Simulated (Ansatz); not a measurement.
# A hypothetical structure for LuScAl5, part 2 of 2

This structure for LuScAl5 is made up. Its elements were placed in a known structure type with a cell scaled to their sizes. What cell does the guess relax to, and how far off was it?

Ansatz 0.2.0; DFT, PBEsol, plane-wave PAW, files of the set soft_1, scalar-relativistic, no spin, cell and ions relaxed at zero pressure; PAW set soft_1 (the session's first sound run).

So far: Starting point; Relaxing cell and atoms. The relaxed cell has a = 4.103, c = 8.183 Å (conventional setting).

### 3. Electronic structure of the relaxed cell

A second self-consistent run takes a narrower smearing and the mesh shown in its input; the bands follow along the standard path of the relaxed lattice.

This step: DFT, PBEsol, plane-wave PAW, files of the set soft_1, scalar-relativistic, no spin, bands and density of states at the relaxed cell; PAW set soft_1 (Ansatz 0.2.0).

Contents of input.yaml:

```yaml
crystal:
  lattice:
    - [4.1033436314, 0.0, 0.0]
    - [0.0, 4.1033436314, 0.0]
    - [0.0, 0.0, 8.1828168262]
  atoms:
    - { symbol: Lu, position: [0.0, 0.0, 0.0] }
    - { symbol: Sc, position: [0.0, 0.0, 0.5] }
    - { symbol: Al, position: [0.5, 0.0, 0.7430345062] }
    - { symbol: Al, position: [0.0, 0.5, 0.7430345062] }
    - { symbol: Al, position: [0.5, 0.0, 0.2569654938] }
    - { symbol: Al, position: [0.0, 0.5, 0.2569654938] }
    - { symbol: Al, position: [0.5, 0.5, 0.0] }
kpoints:
  mp_grid: { grid: [8, 8, 4] }
  band_path:
    path:
      - [[0.0, 0.0, 0.0], [0.0, 0.5, 0.0], [0.5, 0.5, 0.0], [0.0, 0.0, 0.0], [0.0, 0.0, 0.5], [0.0, 0.5, 0.5], [0.5, 0.5, 0.5], [0.0, 0.0, 0.5]]
      - [[0.0, 0.5, 0.0], [0.0, 0.5, 0.5]]
      - [[0.5, 0.5, 0.0], [0.5, 0.5, 0.5]]
    npoints: 8
scf:
  occupations: { method: fermi_dirac, width: 0.03 }
  n_extra_bands: 11
hamiltonian:
  xc: pbesol
  pseudopotentials: { kind: paw, azcp: { folder: soft_1 }, xc_functional: pbe }
output:
  forces: true
  stress: true
  write_bands: true
  dos: { projected: true }
  write_density: true
  write_potential: true
  elf: true
  volumetric_format: npy
```

The run is started by

```bash
> ansatz run input.yaml --threads 4 --pin off --max-ram 10240MiB --backend cpu --events-out ev --progress --plain --runs-dir out
```

Numbers of over 12 decimals in the logs are rounded to 6 here.

The log of the run:

```text
Lu: projections on atomic orbitals take those of the free atom [Kr 4d10] 4f14 5s2 5p6 5d1 6s2, of charge +0.00 (hamiltonian.pseudopotentials.projection_atoms); the dataset's partial waves leave at most 4.6e-5 of an orbital's norm unspanned inside its sphere
[...]
Crystal: 7 atoms, lattice volume = 137.778 Å³
Basis set: ecut = 420 eV, 2699 PW (Γ), exchange–correlation on 60×60×120 points (8 copies of the dense FFT grid, shifted against one another)
Bands: 37, of which v1, the nominal top of the filled ones, is band 26 counted from 1 (25 counted from 0)
Symmetry: 16 space group operations
[...]
k-points: 45 of 256
[...]
SCF iter   1: F=—  HF=-19348.713322 eV  |F-HF|=—  |Δ(HF+E_count)|=         —  Δρ=2.76e-2  dr2=3.88e0  ethr=3.10e-3  ⟨swp⟩=7.5  Hψ=8857  notcnv=0  defer=4
[...]
SCF iter  11: F=-19347.920713 eV  HF=-19347.920713 eV  |F-HF|=1.77e-9  |Δ(HF+E_count)|=   1.39e-8  Δρ=2.16e-6  dr2=5.56e-9  ethr=5.65e-11  ⟨swp⟩=10.5  Hψ=11431  notcnv=0
SCF 1 converged in 11 iterations: F = -19347.920713 eV  dr2 = 5.56e-9
  Residual-converged pass: ⟨swp⟩=1.1  Hψ=1850  notcnv=0  max |occ|·‖R‖ = 7.1e-9 eV (tolerance 1.0e-8 eV)  dr2=5.56e-9  dr2_onsite=5.41e-9  max |Δocc| = 9.5e-12
[...]
NSCF: frozen V_eff on 75 k-points
SCF converged after 11 iterations
Free energy (F): -19347.920713 eV
[...]
Internal energy: -19347.911000 eV  (E = F + TS)
E sigma→0 (E₀):  -19347.915857 eV
Entropy (-TS):   -0.009713 eV (-1.388 meV/atom)
Fermi energy:    8.554026 eV
[...]
--- Forces (eV/Å), atoms counted from 1 ---
  atom   1  Lu    -0.00000000     0.00000000     0.00000000
  atom   2  Sc    -0.00000000    -0.00000000     0.00000000
  atom   3  Al     0.00000000     0.00000000    -0.00469643
  atom   4  Al     0.00000000     0.00000000    -0.00469643
  atom   5  Al    -0.00000000     0.00000000     0.00469643
  atom   6  Al     0.00000000     0.00000000     0.00469643
  atom   7  Al     0.00000000     0.00000000     0.00000000
  max |Σ_I F_I| component: 2.08e-17 eV/Å
--- Stress (GPa, compression-positive) ---
       -0.174537       0.000000       0.000000
        0.000000      -0.174537       0.000000
        0.000000       0.000000       0.344408
  P = ⅓ Tr σ = -0.0016 GPa (-0.016 kbar)
--- Band table (eV; the first three rows and the last of 45) ---
  k-point 0: bands = [... 22 lower, 7.8731, 7.8731, 8.0178, 8.1714, 9.9518, 10.4457, 10.4457, 10.7715, ... 7 higher]
  k-point 1: bands = [... 22 lower, 7.7774, 7.8009, 7.8009, 8.5972, 10.2778, 10.2778, 10.3062, 10.4497, ... 7 higher]
  k-point 2: bands = [... 22 lower, 7.5693, 7.6614, 7.6614, 9.1122, 9.5289, 10.1543, 10.1543, 10.9677, ... 7 higher]
  k-point 44: bands = [... 22 lower, 5.3825, 7.7067, 7.7067, 8.3650, 8.3650, 8.5777, 9.1038, 10.8960, ... 7 higher]
```

Run time: 5.8 s. Hardware: 4 threads of AMD EPYC 9R14 (Zen 4), shared host; peak memory 0.67 GiB.

Numbers from this step:

```
free energy             : -19347.9207 eV
energy at zero smearing : -19347.9159 eV
smearing term TS        : 0.009713 eV
Fermi energy            : 8.554 eV
pressure                : -0.001556 GPa
```

From bands.tsv, the bands that come nearest the Fermi level along the path, at its corners, in eV from the Fermi level:

| point | band 23 | band 24 | band 25 | band 26 | band 27 | band 28 | band 29 | band 30 |
| --- | --- | --- | --- | --- | --- | --- | --- | --- |
| Γ | -0.68 | -0.68 | -0.54 | -0.38 | 1.40 | 1.89 | 1.89 | 2.22 |
| X | -0.59 | -0.51 | -0.19 | 1.54 | 1.78 | 2.03 | 2.19 | 2.26 |
| M | -2.32 | -1.39 | -1.10 | -1.10 | 0.13 | 0.13 | 1.32 | 2.71 |
| Γ | -0.68 | -0.68 | -0.54 | -0.38 | 1.40 | 1.89 | 1.89 | 2.22 |
| Z | -0.98 | -0.89 | -0.89 | 0.56 | 0.97 | 1.60 | 1.60 | 2.41 |
| R | -1.01 | -0.76 | 0.35 | 0.41 | 1.00 | 1.29 | 1.97 | 2.31 |
| A | -3.17 | -0.85 | -0.85 | -0.19 | -0.19 | 0.02 | 0.55 | 2.34 |
| Z | -0.98 | -0.89 | -0.89 | 0.56 | 0.97 | 1.60 | 1.60 | 2.41 |
| X | -0.59 | -0.51 | -0.19 | 1.54 | 1.78 | 2.03 | 2.19 | 2.26 |
| R | -1.01 | -0.76 | 0.35 | 0.41 | 1.00 | 1.29 | 1.97 | 2.31 |
| M | -2.32 | -1.39 | -1.10 | -1.10 | 0.13 | 0.13 | 1.32 | 2.71 |
| A | -3.17 | -0.85 | -0.85 | -0.19 | -0.19 | 0.02 | 0.55 | 2.34 |

States per cell as run, both spins, in windows of 1 eV, from dos.tsv (zero at the Fermi level):

```csv
from,to,total
-8,-7,1.12
-7,-6,1.72
-6,-5,1.52
-5,-4,16.25
-4,-3,2.21
-3,-2,2.77
-2,-1,4.13
-1,0,4.53
0,1,2.69
1,2,3.88
2,3,6.07
3,4,5.30
```

Below -8 eV lie 16.7 more states.

ELF in the ac plane at fractional y = 0.000, with atoms of Lu and Sc and Al within 0.2 Å of it. It is the smooth field of the valence electrons, not physical close to the nuclei.

Values, 24 rows by 14 columns, each cell a mean:
```
0.80 0.84 0.74 0.38 0.11 0.20 0.40 0.45 0.33 0.16 0.16 0.50 0.83 0.83
0.79 0.75 0.49 0.21 0.16 0.32 0.51 0.54 0.45 0.27 0.13 0.27 0.62 0.77
0.40 0.33 0.18 0.16 0.32 0.49 0.61 0.62 0.58 0.45 0.23 0.15 0.23 0.35
0.10 0.11 0.20 0.34 0.52 0.54 0.48 0.46 0.51 0.55 0.46 0.30 0.15 0.11
0.23 0.28 0.44 0.57 0.56 0.33 0.11 0.10 0.17 0.40 0.60 0.54 0.37 0.26
0.37 0.42 0.57 0.67 0.55 0.19 0.18 0.48 0.06 0.28 0.65 0.65 0.50 0.40
0.34 0.40 0.57 0.69 0.61 0.25 0.15 0.35 0.08 0.35 0.69 0.67 0.50 0.37
0.14 0.20 0.41 0.61 0.71 0.58 0.34 0.30 0.42 0.63 0.70 0.56 0.31 0.18
0.12 0.12 0.18 0.37 0.66 0.76 0.77 0.77 0.78 0.75 0.56 0.31 0.14 0.12
0.49 0.45 0.26 0.18 0.43 0.69 0.83 0.84 0.80 0.64 0.29 0.18 0.34 0.46
0.49 0.64 0.60 0.27 0.19 0.46 0.71 0.74 0.64 0.38 0.15 0.36 0.68 0.60
0.11 0.43 0.68 0.38 0.13 0.32 0.60 0.65 0.52 0.25 0.16 0.49 0.66 0.31
0.30 0.54 0.65 0.33 0.16 0.38 0.65 0.70 0.57 0.31 0.15 0.44 0.68 0.46
0.61 0.62 0.42 0.19 0.30 0.60 0.79 0.81 0.74 0.53 0.20 0.23 0.54 0.62
0.22 0.19 0.15 0.27 0.59 0.76 0.83 0.84 0.82 0.74 0.46 0.22 0.15 0.20
0.10 0.14 0.30 0.53 0.71 0.69 0.55 0.51 0.60 0.71 0.66 0.47 0.22 0.12
0.26 0.33 0.52 0.67 0.66 0.38 0.12 0.11 0.17 0.47 0.71 0.64 0.44 0.30
0.38 0.44 0.59 0.68 0.56 0.19 0.26 0.69 0.07 0.28 0.67 0.67 0.52 0.41
0.30 0.36 0.51 0.62 0.55 0.25 0.08 0.12 0.09 0.34 0.63 0.60 0.44 0.33
0.13 0.17 0.30 0.45 0.55 0.47 0.31 0.27 0.36 0.50 0.54 0.41 0.23 0.16
0.19 0.16 0.13 0.21 0.41 0.55 0.61 0.62 0.60 0.52 0.33 0.18 0.13 0.17
0.69 0.61 0.35 0.16 0.21 0.39 0.56 0.59 0.51 0.34 0.15 0.19 0.47 0.64
0.83 0.83 0.67 0.31 0.12 0.24 0.44 0.49 0.37 0.19 0.14 0.41 0.78 0.84
0.72 0.82 0.79 0.44 0.10 0.17 0.37 0.43 0.30 0.14 0.18 0.56 0.84 0.79
```
Columns run along a (4.1 Å), rows up along c (8.2 Å). Atoms in or near the plane, at fractional coordinates: Lu at (0.00, 0.00), Sc at (0.00, 0.50), Al at (0.50, 0.74), Al at (0.50, 0.26).

Valence density in the ac plane at fractional y = 0.000, with atoms of Lu and Sc and Al within 0.2 Å of it. It is the smooth field of the valence electrons, not physical close to the nuclei.

Ten steps, logarithmic in the rise over the least value, from '0' (0 e/Å³) to '9' (42 e/Å³), each cell a mean:
```
97420000001268
65310000000135
22100000000012
00000000000000
00000000000000
00000000000000
00000000000000
00000000000000
00000000000000
32100000000012
55310000000145
66410000000256
65310000000245
43200000000124
11000000000001
00000000000000
00000000000000
00000000000000
00000000000000
00000000000000
11000000000001
43210000000124
87410000000257
98520000001369
```
Columns run along a (4.1 Å), rows up along c (8.2 Å). Atoms in or near the plane, at fractional coordinates: Lu at (0.00, 0.00), Sc at (0.00, 0.50), Al at (0.50, 0.74), Al at (0.50, 0.26).

Electrostatic potential energy in the ac plane at fractional y = 0.000, with atoms of Lu and Sc and Al within 0.2 Å of it. With pseudopotentials it is smooth inside the atoms' cores, unlike the true potential.

Values in eV, 24 rows by 14 columns, each cell a mean:
```
-54 -54 -34  -9   5   9  11  11  10   8   1 -14 -45 -54
-43 -35 -14  -1   6   9  10  10  10   8   4  -4 -23 -38
-11  -7   1   5   7   7   6   6   6   7   6   4  -2  -8
  5   6   7   7   4  -1  -5  -6  -4   1   6   7   7   6
 10  10   9   7  -2  -7  -1   2  -4  -7   2   7  10  10
 11  11  10   6  -5  -4  11  12   6  -6  -1   7  10  11
 11  11  10   6  -5  -5  10  12   5  -7  -1   7  10  11
  9   9   9   7   0  -6  -5  -3  -6  -5   4   8   9   9
  1   3   6   7   6   2  -2  -3  -1   3   6   7   5   2
-17 -12  -2   4   7   8   8   7   8   8   6   3  -6 -14
-43 -36 -17  -2   7  10  11  11  11   9   4  -5 -25 -38
-53 -46 -25  -6   6  10  12  12  11   9   3 -11 -35 -49
-49 -42 -21  -4   6  10  11  12  11   9   3  -8 -31 -44
-29 -23  -8   2   7   9  10  10   9   9   6   0 -14 -25
 -4  -2   3   6   7   5   3   2   4   6   7   6   1  -3
  7   7   8   7   3  -3  -6  -6  -6  -2   5   7   8   7
 10  10   9   6  -3  -6   4   7  -1  -7   1   7  10  10
 11  11  10   6  -6  -3  12  12   8  -6  -2   7  11  11
 11  11   9   6  -4  -6   5   8   0  -7   1   7  10  11
  8   8   8   7   2  -5  -7  -6  -7  -3   5   7   8   8
 -1   1   4   6   6   5   2   1   3   5   6   6   3   0
-30 -23  -7   2   7   8   9   9   9   8   5   0 -13 -25
-52 -50 -27  -6   5   9  11  11  10   8   2 -10 -38 -51
-54 -54 -41 -12   4   9  11  11  10   8   0 -18 -50 -54
```
Columns run along a (4.1 Å; values clipped at the 3rd and 97th percentile), rows up along c (8.2 Å). Atoms in or near the plane, at fractional coordinates: Lu at (0.00, 0.00), Sc at (0.00, 0.50), Al at (0.50, 0.74), Al at (0.50, 0.26).

### 4. Outcome

```
space group, relaxed : P4/mmm
conventional cell    : a = 4.103, b = 4.103, c = 8.183 Å; α = 90.0°, β = 90.0°, γ = 90.0°
volume per atom      : 19.68 Å³ (guess 18.64)
```

What this shows: LuScAl5 relaxes to P4/mmm with a = 4.103, b = 4.103 and c = 8.183 Å. The guessed volume was 5 % too small. The space group P4/mmm was held in the relaxation, so the end point is a stationary structure within it and may be a saddle against distortions or other arrangements. Bands cross the Fermi level, so it is a metal or semimetal at this level. The electron count is odd, which forces that without spin polarisation or a larger cell. On the 8×8×4 mesh with the narrower smearing (relaxed on 6×6×4) the largest force component is 0.005 eV/Å and the largest stress component is 0.344 GPa, against the relaxation's thresholds of 0.015 eV/Å and 0.05 GPa. The cutoff wasn't tested. A vector of the cell changed its length by 17 %, more than the volume shows. Spin-orbit coupling is left out, which can matter for elements this heavy. No dispersion term is used, so weakly bound directions may come out too long. Nothing here tests whether the compound is stable against decomposition.

[Logs are printed without paths, hosts, clocks, repeated set-up lines and the standing remarks that a program may print on its own settings, such as how far it seeks lower states.]

[Hosts, paths, dates, database ids (printed as entryN), source tags and the programs' standing remarks are cut or masked in the printed files.]
